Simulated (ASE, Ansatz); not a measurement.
# Random cubic perovskite-type alloy of BaTiO3 and PbTiO3 (40 atoms): support functions against a reference

Wanted: errors and times of a linear-scaling basis for random cubic perovskite-type alloy of BaTiO3 and PbTiO3 (40 atoms). A setting counts as converged where the r.m.s. difference of forces stays under 1 % of the r.m.s. force.

Main program and level: Ansatz 0.2.0; Kohn-Sham DFT, PBE, PAW (set soft_2), plane waves.

## 1. The starting structure

The cell holds 40 atoms: 3 Pb, 8 Ti, 24 O and 5 Ba. Cell: a = 7.978 Å, b = 7.978 Å, c = 7.978 Å, α = 90.0°, β = 90.0°, γ = 90.0°. It derives from BaTiO3 and TiPbO3 (cubic perovskite-type), repeated 2×2×2. Cubic perovskite-type BaTiO3, 2 x 2 x 2 conventional cells, 3 of 8 Ba sites given to Pb at random (x = 0.375), lattice by Vegard's rule (cell 3.989, 3.989, 3.989, 90, 90, 90); not relaxed, displaced by a Gaussian of 0.02 Å.

What the set-up can't give: The host structure and its lattice constant were typed by rule, without a check against the phase diagram. The Brillouin zone is sampled at Γ only, in a cell whose shortest periodic width is 8 Å. The levels lack spin–orbit coupling, which is large for the heavy elements here.

## 2. Plane-wave single point

The first run fixes the reference, at a cutoff of 420 eV.

input.yaml reads:

```yaml
crystal:
  lattice:
    - [7.9776, 0.0, 0.0]
    - [0.0, 7.9776, 0.0]
    - [0.0, 0.0, 7.9776]
  atoms:
    - { symbol: Pb, position: [0.99873, 0.99683, 0.00053] }
    - { symbol: Ti, position: [0.25439, 0.25044, 0.25013] }
    - { symbol: O, position: [0.25121, 0.24836, 0.99579] }
    - { symbol: O, position: [0.99792, 0.24693, 0.25147] }
    - { symbol: O, position: [0.25464, 0.00315, 0.25198] }
    - { symbol: Ba, position: [0.99743, 0.00371, 0.50509] }
    - { symbol: Ti, position: [0.24838, 0.25258, 0.74912] }
    - { symbol: O, position: [0.24893, 0.24684, 0.4995] }
    - { symbol: O, position: [0.00015, 0.2497, 0.74521] }
    - { symbol: O, position: [0.25139, 0.99421, 0.74753] }
    - { symbol: Ba, position: [0.00143, 0.49779, 0.00076] }
    - { symbol: Ti, position: [0.24918, 0.74656, 0.25303] }
    - { symbol: O, position: [0.24998, 0.74572, 0.99595] }
    - { symbol: O, position: [0.99891, 0.75202, 0.24803] }
    - { symbol: O, position: [0.25046, 0.50286, 0.25036] }
    - { symbol: Pb, position: [0.99641, 0.49702, 0.50006] }
    - { symbol: Ti, position: [0.24538, 0.74803, 0.74627] }
    - { symbol: O, position: [0.25156, 0.74867, 0.50006] }
    - { symbol: O, position: [0.00024, 0.74922, 0.74927] }
    - { symbol: O, position: [0.2459, 0.49636, 0.75105] }
    - { symbol: Pb, position: [0.50295, 0.99983, 0.99942] }
    - { symbol: Ti, position: [0.7559, 0.24713, 0.24723] }
    - { symbol: O, position: [0.752, 0.2496, 0.00501] }
    - { symbol: O, position: [0.50352, 0.25012, 0.24752] }
    - { symbol: O, position: [0.75266, 0.99834, 0.25319] }
    - { symbol: Ba, position: [0.4996, 0.00316, 0.49729] }
    - { symbol: Ti, position: [0.75238, 0.24695, 0.75167] }
    - { symbol: O, position: [0.7469, 0.25066, 0.50099] }
    - { symbol: O, position: [0.4978, 0.24923, 0.74436] }
    - { symbol: O, position: [0.75018, 0.99815, 0.7518] }
    - { symbol: Ba, position: [0.49708, 0.49866, 0.99892] }
    - { symbol: Ti, position: [0.7518, 0.74925, 0.2571] }
    - { symbol: O, position: [0.75537, 0.74999, 0.99771] }
    - { symbol: O, position: [0.49822, 0.75152, 0.25027] }
    - { symbol: O, position: [0.75067, 0.49848, 0.24781] }
    - { symbol: Ba, position: [0.50037, 0.50061, 0.49755] }
    - { symbol: Ti, position: [0.75052, 0.74719, 0.74818] }
    - { symbol: O, position: [0.75417, 0.74997, 0.50219] }
    - { symbol: O, position: [0.49852, 0.75072, 0.74842] }
    - { symbol: O, position: [0.74918, 0.49961, 0.75453] }
kpoints:
  mp_grid: { grid: [1, 1, 1] }
hamiltonian:
  xc: pbe
scf:
  occupations: { method: fermi_dirac, width: 0.025 }
output:
  forces: true
  stress: true
  populations: true
  dos:
    method: { smearing: { sigma: 0.08 } }
    de: 0.1
    projected: { site_lists: { Ba: [Ba], O: [O], Pb: [Pb], Ti: [Ti] } }
  eigenvalues: true
  write_density: true
  write_potential: true
  volumetric_format: npy
  elf: true
```

Command:

```bash
$ ansatz run input.yaml --threads 4 --pin off --max-ram 8192MiB --backend cpu --events-out ev --progress --plain --runs-dir out
```

What it wrote:

```text
Engine: ansatz 0.2.0, aarch64-unknown-linux-gnu
Pseudopotentials: kind: paw
Pseudopotential: Pb, paw, valence charge 14, recommended cutoff 420 eV (normal), Pb.paw.azcp
Pseudopotential: Ti, paw, valence charge 12, recommended cutoff 420 eV (normal), Ti.paw.azcp
Pseudopotential: O, paw, valence charge 6, recommended cutoff 420 eV (normal), O.paw.azcp
Pseudopotential: Ba, paw, valence charge 10, recommended cutoff 420 eV (normal), Ba.paw.azcp
Functional definition: PBE
  parameter kappa = 0.804
  parameter beta = 0.066725
  exchange = pbe_x(kappa = kappa, mu = beta*pi^2/3)
  correlation = pbe_c(beta = beta)
Crystal: 40 atoms, lattice volume = 507.711 Å³
Basis set: ecut = 420 eV, 9843 PW (Γ), exchange–correlation on 108×108×108 points (8 copies of the dense FFT grid, shifted against one another)
Bands: 206, of which v1, the nominal top of the filled ones, is band 166 counted from 1 (165 counted from 0)
Symmetry: 1 space group operations
Space group: P1 (ITA 1), of the structure as read, at distance tolerance 8.0e-5 Å
k-points: 1
Non-local potential: Pb, projectors of the file, l = 0: 2, l = 1: 2, l = 2: 2, l = 3: 2
Non-local potential: Ti, projectors of the file, l = 0: 3, l = 1: 2, l = 2: 3, l = 3: 1
Non-local potential: O, projectors of the file, l = 0: 2, l = 1: 2, l = 2: 1
Non-local potential: Ba, projectors of the file, l = 0: 3, l = 1: 2, l = 2: 2, l = 3: 2
PAW form: soft (Blöchl's): semilocal exchange-correlation on the pseudo side does not see the compensation charge
PAW one-centre angular grid: Pb, 590 points (default); XC on 64 Gauss nodes
PAW one-centre angular grid: Ti, 590 points (default); XC on 64 Gauss nodes
PAW one-centre angular grid: O, 110 points (default); XC on 64 Gauss nodes
PAW one-centre angular grid: Ba, 194 points (default); XC on 64 Gauss nodes
Initial density: superposition of atomic densities (neutral atoms: chi_scale 0, normalization atom), corrected by the library's trained network
Initial wavefunctions: pseudopotential atomic-orbital guess
Functional: x = pbe(κ = 0.804, μ = 0.219515), c = pbe(β = 0.066725)
SCF iter   1: F=—  HF=-99129.556780 eV  |F-HF|=—  |Δ(HF+E_count)|=         —  Δρ=1.60e-2  dr2=1.56e0  ethr=1.77e-3  ⟨swp⟩=5.0  Hψ=798  notcnv=0  defer=18
preconditioner: auto → Resta (q_TF=auto, 2.542 Å⁻¹)  ε∞=6.2  [insulator: Δε(μ)=1.811 eV  Ē_g=11.826 eV  σ=0.025 eV  W_gap=1.00  n_scr=146 (ndim 8)  ℏωp=27.0 eV  f_vac=0.000  D(μ)=0.00/eV (n_scr^D=0)  ε∞_Penn≈6.2]
SCF iter   2: F=—  HF=-99129.307426 eV  |F-HF|=—  |Δ(HF+E_count)|=   2.49e-1  Δρ=6.82e-3  dr2=3.31e-1  ethr=4.69e-4  ⟨swp⟩=2.0  Hψ=243  notcnv=0  defer=34
SCF iter   3: F=—  HF=-99129.240564 eV  |F-HF|=—  |Δ(HF+E_count)|=   6.69e-2  Δρ=9.93e-4  dr2=7.52e-3  ethr=9.98e-5  ⟨swp⟩=3.0  Hψ=252  notcnv=0  defer=34
SCF iter   4: F=—  HF=-99129.239051 eV  |F-HF|=—  |Δ(HF+E_count)|=   1.51e-3  Δρ=2.58e-4  dr2=5.24e-4  ethr=2.27e-6  ⟨swp⟩=2.0  Hψ=344  notcnv=0  defer=34
SCF iter   5: F=—  HF=-99129.238991 eV  |F-HF|=—  |Δ(HF+E_count)|=   6.04e-5  Δρ=7.93e-5  dr2=3.97e-5  ethr=1.58e-7  ⟨swp⟩=2.0  Hψ=259  notcnv=0  defer=34
SCF iter   6: F=—  HF=-99129.234391 eV  |F-HF|=—  |Δ(HF+E_count)|=   4.60e-3  Δρ=4.29e-5  dr2=6.09e-6  ethr=1.19e-8  ⟨swp⟩=3.0  Hψ=346  notcnv=0  defer=34
SCF iter   7: F=—  HF=-99129.234391 eV  |F-HF|=—  |Δ(HF+E_count)|=   3.88e-7  Δρ=1.09e-5  dr2=3.83e-7  ethr=1.83e-9  ⟨swp⟩=2.0  Hψ=330  notcnv=0  defer=34
SCF iter   8: F=-99129.234391 eV  HF=-99129.234391 eV  |F-HF|=1.05e-8  |Δ(HF+E_count)|=   1.50e-7  Δρ=3.19e-6  dr2=2.99e-8  ethr=3.01e-11  ⟨swp⟩=16.0  Hψ=1882  notcnv=0
SCF 1 converged in 8 iterations: F = -99129.234391 eV  dr2 = 2.99e-8
  greatest PAW one-centre occupation: 0.999 electrons in one spin orbital (limit 2), on the Ti atom at site 16 (counted from 0), in its partial waves of l = 0
SCF converged after 8 iterations
Free energy (F): -99129.234391 eV
Harris-Foulkes:  -99129.234391 eV  (|F-HF|=1.05e-8)
Internal energy: -99129.234391 eV  (E = F + TS)
E sigma→0 (E₀):  -99129.234391 eV
Fermi energy:    11.108081 eV
--- Per-component energies (eV) ---
  E_band       = -1209.110873
  E_kinetic    = 8102.537557
  E_local      = -18405.827359  (includes V_loc(G=0)·N_el)
  E_nonlocal   = 2502.222795
  E_hartree    = 7141.683591
  E_xc         = -4084.252509
  E_vxc        = -4351.033405  (∫ρ·V_xc dr)
  E_paw        = -69479.971770  (= ΣΔE_a)
  E_vpaw       = -3340.434485  (= ΣTr[D̂ρ^β])
  E_aug_tail   = 0.060503  (compensation charges beyond the density's cutoff)
  E_ewald      = -24905.687200
  E_smearing   = -0.000000  (= −TS)
  E_closure    = 0.000000  (closes the sum)
  Σ components = -99129.234391   (vs F -99129.234391, Δ=0.00e0)
--- Forces (eV/Å), atoms counted from 1 ---
  atom   1  Pb     0.16028445    -0.31334126     0.04191467
  atom   2  Ti     0.44656885    -0.95252427     0.07230808
  atom   3  O     -0.26777949    -0.05928062     0.31902282
  atom   4  O      0.03781183     0.23530483    -0.01269038
  atom   5  O     -0.27268892     0.26904762    -0.16639773
  atom   6  Ba     0.31253737    -0.17036617    -0.26831088
  atom   7  Ti     0.52337828    -0.01123638     0.48258690
  atom   8  O     -0.12100163     0.15319374    -0.48514180
  atom   9  O     -0.48184456    -0.03499601    -0.07339101
  atom  10  O     -0.19199538     0.08844479     0.06574737
  atom  11  Ba    -0.15264673     0.26996746    -0.00629632
  atom  12  Ti    -0.10042845     0.18196177    -0.06670320
  atom  13  O      0.02056397     0.03390356     0.43040817
  atom  14  O      0.14742067     0.16033079    -0.10495546
[...]
atom  39  O      0.54862432    -0.15377013    -0.10019494
  atom  40  O      0.03213153    -0.14833861    -0.07700312
  max |Σ_I F_I| component: 1.01e-4 eV/Å
--- Stress (GPa, compression-positive) ---
        2.497940       0.036101       0.007863
        0.036101       3.826439      -0.003337
        0.007863      -0.003337       3.992290
  P = ⅓ Tr σ = 3.4389 GPa (34.389 kbar)
--- Band table (eV) ---
  k-point 0: bands = ["-46.8433", "-46.8424", "-46.7890", "-46.7686", [... 190 levels ...], "14.0904", "14.7641", "14.8612", "14.8890", "14.9783", "15.0079", "15.4126", "15.7969", "15.9349", "15.9694", "16.1703", "16.2316"]
--- Löwdin populations: 40 sites ---
  site symbol       q [e]
     0     Pb     13.0748
     1     Ti     10.6615
     2      O      6.8191
[...]
39      O      6.8541
  spilling = 0.006743 (of n_electrons = 332.000000)
```

Elapsed: 6.2 s, on 4 threads of Arm Neoverse V1, shared host; peak memory 0.7 GiB; 19 s of CPU time.

In the SCF lines HF is the Harris–Foulkes energy and dr2 the Hartree energy of the density residual, in eV; the loop may stop once dr2 is under the threshold and the program's other checks hold. Hψ counts applications of the Hamiltonian.

Numbers from this run:

```yaml
free_energy: -99129.2344 eV
free_energy_per_atom: -2478.2309 eV/atom
scf_cycles: 8
pressure: 3.439 GPa
r_m_s_force_component: 0.3092 eV/Å
longest_force: 1.22 eV/Å
fermi_energy: 11.11 eV
spacing_of_highest_filled_and_lowest_empty_level: 1.425 eV
spilling_of_the_projection: 0.006743
```

The r.m.s. force component of 0.31 eV/Å sets the scale for the differences below.

## 3. Support functions low

The cell is solved in localised support functions.

This step: Kohn-Sham DFT, PBE, PAW (set soft_2), localised support functions (low) (Ansatz 0.2.0).

input.yaml, the sections that differ from step 2:

```yaml
scf:
  occupations: { method: fermi_dirac, width: 0.025 }
  eigensolver: { kind: { support_functions: { accuracy: low } } }
  max_iter: 150
output:
  forces: true
  eigenvalues: true
# crystal, kpoints, hamiltonian: as in step 2
```

What it wrote:

```text
Warning: scf.eigensolver.kind.support_functions: disabling space-group detection — the functions' gradient is summed over unrotated k-points, so no spatial operation reduces the k-mesh or symmetrises the density; time reversal is kept, so that k and −k are solved as one point where they differ and the mesh holds both, and exact exchange and, on two spinor components, a DFT+U term hold to it where the run has them: [...]
settings of this run that can trade accuracy for cost: scf.eigensolver.kind.support_functions; scf.eigensolver.kind.support_functions.accuracy: low [...]
[...]
Crystal: 40 atoms, lattice volume = 507.711 Å³
Basis set: ecut = 420 eV, 9843 PW (Γ), exchange–correlation on 120×120×120 points (8 copies of the dense FFT grid, shifted against one another)
Bands: 200, of which v1, the nominal top of the filled ones, is band 166 counted from 1 (165 counted from 0)
Symmetry: 1 space group operations
k-points: 1
[...]
SCF iter   1: F=—  HF=-99118.567413 eV  |F-HF|=—  |Δ(HF+E_count)|=         —  Δρ=6.82e-2  dr2=4.45e1  ethr=1.00e-1
[...]
SCF iter  11: F=—  HF=-99129.435744 eV  |F-HF|=—  |Δ(HF+E_count)|=   6.42e-4  Δρ=6.79e-5  dr2=2.08e-5  ethr=1.86e-8  κ⁻¹=1.2e-7(r=7)
SCF iter  12: F=-99129.436199 eV  HF=-99129.436200 eV  |F-HF|=1.73e-6  |Δ(HF+E_count)|=   4.57e-4  Δρ=1.56e-5  dr2=2.27e-6  ethr=6.28e-9
SCF 1 converged in 12 iterations: F = -99129.440410 eV  dr2 = 2.27e-6
[...]
SCF converged after 12 iterations
Stability not checked: this state was not tested for a lower state beside it, because the mixer in use, unlike msr1, does not test its closes by its own steps (another_mixer; see scf.mixing.algorithm and scf.lower_state_search)
Free energy (F): -99129.440410 eV
[...]
Internal energy: -99129.440410 eV  (E = F + TS)
E sigma→0 (E₀):  -99129.440410 eV
Fermi energy:    11.108386 eV
[...]
Σ components = -99129.440410   (vs F -99129.440410, Δ=0.00e0)
--- Forces (eV/Å), atoms counted from 1 ---
  atom   1  Pb     0.16076944    -0.31316492     0.04167404
  atom   2  Ti     0.44682428    -0.95217661     0.07260645
  atom   3  O     -0.26790168    -0.05980471     0.31801843
  atom   4  O      0.03589368     0.23499477    -0.01293934
[...]
atom  40  O      0.03204470    -0.14767391    -0.07695974
  max |Σ_I F_I| component: 8.11e-3 eV/Å
--- Band table (eV) ---
[...]
```

Wall time 80 s (4 threads); peak memory 2.3 GiB.

The program notes that the band table was not solved further than the SCF left it and it switched symmetry off.

Keys that differ from the reference: support_functions.accuracy = "low" and scf.max_iter = 150.

Forces differ from the reference by 0.71 meV/Å r.m.s., 0.23 % of their size, well within a tolerance of 1 %; the energy by -5.2 meV/atom. It took roughly 13 times the reference's time (one timing each, with unlike analyses asked), in 12 cycles against 8.

## 4. Support functions medium

With localised support functions most steps grow linearly with size, though the diagonalisation grows faster unless the density matrix is cut; this run measures error and cost at this size. Besides, the program derives a nominal cutoff of 464 eV for this run, against the reference's 420.

This step: Kohn-Sham DFT, PBE, PAW (set soft_2), localised support functions (medium) (Ansatz 0.2.0).

input.yaml, the sections that differ from step 3:

```yaml
scf:
  occupations: { method: fermi_dirac, width: 0.025 }
  eigensolver: { kind: { support_functions: { accuracy: medium } } }
  max_iter: 150
# crystal, kpoints, hamiltonian, output: as in step 3
```

What it wrote:

```text
[...]
Warning: basis.ecutwfc = 464 eV, auto-derived: no grid that the accuracy of the support functions lays serves the files at the lower one that their records recommend; a deck with other species or settings can derive another value
[...]
Crystal: 40 atoms, lattice volume = 507.711 Å³
Basis set: ecut = 464 eV, 11513 PW (Γ), exchange–correlation on 120×120×120 points (8 copies of the dense FFT grid, shifted against one another)
Bands: 200, of which v1, the nominal top of the filled ones, is band 166 counted from 1 (165 counted from 0)
Symmetry: 1 space group operations
k-points: 1
[...]
SCF iter   1: F=—  HF=-99118.570079 eV  |F-HF|=—  |Δ(HF+E_count)|=         —  Δρ=6.82e-2  dr2=4.45e1  ethr=1.00e-1
[...]
SCF iter  13: F=—  HF=-99129.436486 eV  |F-HF|=—  |Δ(HF+E_count)|=   3.59e-4  Δρ=1.10e-5  dr2=1.09e-6  ethr=6.84e-10  κ⁻¹=9.8e-8(r=7)
SCF iter  14: F=-99129.436485 eV  HF=-99129.436485 eV  |F-HF|=1.66e-8  |Δ(HF+E_count)|=   4.74e-7  Δρ=3.65e-6  dr2=9.81e-8  ethr=3.29e-10
SCF 1 converged in 14 iterations: F = -99129.440332 eV  dr2 = 9.81e-8
[...]
SCF converged after 14 iterations
[...]
Free energy (F): -99129.440332 eV
[...]
Internal energy: -99129.440332 eV  (E = F + TS)
E sigma→0 (E₀):  -99129.440332 eV
Fermi energy:    11.108226 eV
[...]
Σ components = -99129.440332   (vs F -99129.440332, Δ=0.00e0)
--- Forces (eV/Å), atoms counted from 1 ---
  atom   1  Pb     0.16078228    -0.31305480     0.04163076
  atom   2  Ti     0.44742811    -0.95205446     0.07303178
  atom   3  O     -0.26790231    -0.05979872     0.31794186
  atom   4  O      0.03583108     0.23499922    -0.01293889
[...]
atom  40  O      0.03206547    -0.14767972    -0.07690802
  max |Σ_I F_I| component: 6.38e-3 eV/Å
--- Band table (eV) ---
[...]
```

It took 89 s on 4 threads; peak memory 2.4 GiB; 5.6 min of CPU time.

Keys that differ from the reference: support_functions.accuracy = "medium" and scf.max_iter = 150.

Forces differ from the reference by 0.7 meV/Å r.m.s., 0.23 % of their size, well within a tolerance of 1 %; the energy by -5.1 meV/atom. It took roughly 14 times the reference's time (one timing each, with unlike analyses asked), in 14 cycles against 8.

## 5. Support functions medium, radius 2.9 Å

The radius confines each support function; a larger one gives more freedom and more work per atom.

input.yaml, the sections that differ from step 4:

```yaml
scf:
  occupations: { method: fermi_dirac, width: 0.025 }
  eigensolver: { kind: { support_functions: { accuracy: medium, radius: 2.9 } } }
  max_iter: 150
# crystal, kpoints, hamiltonian, output: as in step 4
```

What it wrote:

```text
Warning: scf.eigensolver.kind.support_functions: disabling space-group detection — the functions' gradient is summed over unrotated k-points, so no spatial operation reduces the k-mesh or symmetrises the density; time reversal is kept, so that k and −k are solved as one point where they differ and the mesh holds both, and exact exchange and, on two spinor components, a DFT+U term hold to it where the run has them: [...]
Warning: basis.ecutwfc = 464 eV, auto-derived: no grid that the accuracy of the support functions lays serves the files at the lower one that their records recommend; a deck with other species or settings can derive another value
settings of this run that can trade accuracy for cost: scf.eigensolver.kind.support_functions [...]
Engine: ansatz 0.2.0, aarch64-unknown-linux-gnu
Pseudopotentials: kind: paw
Pseudopotential: Pb, paw, valence charge 14, recommended cutoff 420 eV (normal), Pb.paw.azcp
Pseudopotential: Ti, paw, valence charge 12, recommended cutoff 420 eV (normal), Ti.paw.azcp
Pseudopotential: O, paw, valence charge 6, recommended cutoff 420 eV (normal), O.paw.azcp
Pseudopotential: Ba, paw, valence charge 10, recommended cutoff 420 eV (normal), Ba.paw.azcp
[... 5 lines on functional and potentials left out ...]
Error: SCF: the radius of support functions is under 3.44 Å, the least for these sites at the functions' level (scf.eigensolver.kind.support_functions.accuracy). Use scf.eigensolver.kind: auto, or type scf.eigensolver.kind.support_functions.radius at least as long, [...]
```

Elapsed: 6.8 s, on 4 threads; peak memory 0.3 GiB.

The program refuses radii under 3.44 Å for these atoms at this level.

[end of part 1 of 2]

[Long decimals in the printed logs are rounded to 6 places.]

[Logs are printed without paths, hosts, clocks, repeated set-up lines and the standing remarks that a program may print on its own settings, such as how far it seeks lower states.]

[Hosts, paths, dates, database ids (printed as entryN), source tags and the programs' standing remarks are cut or masked in the printed files.]
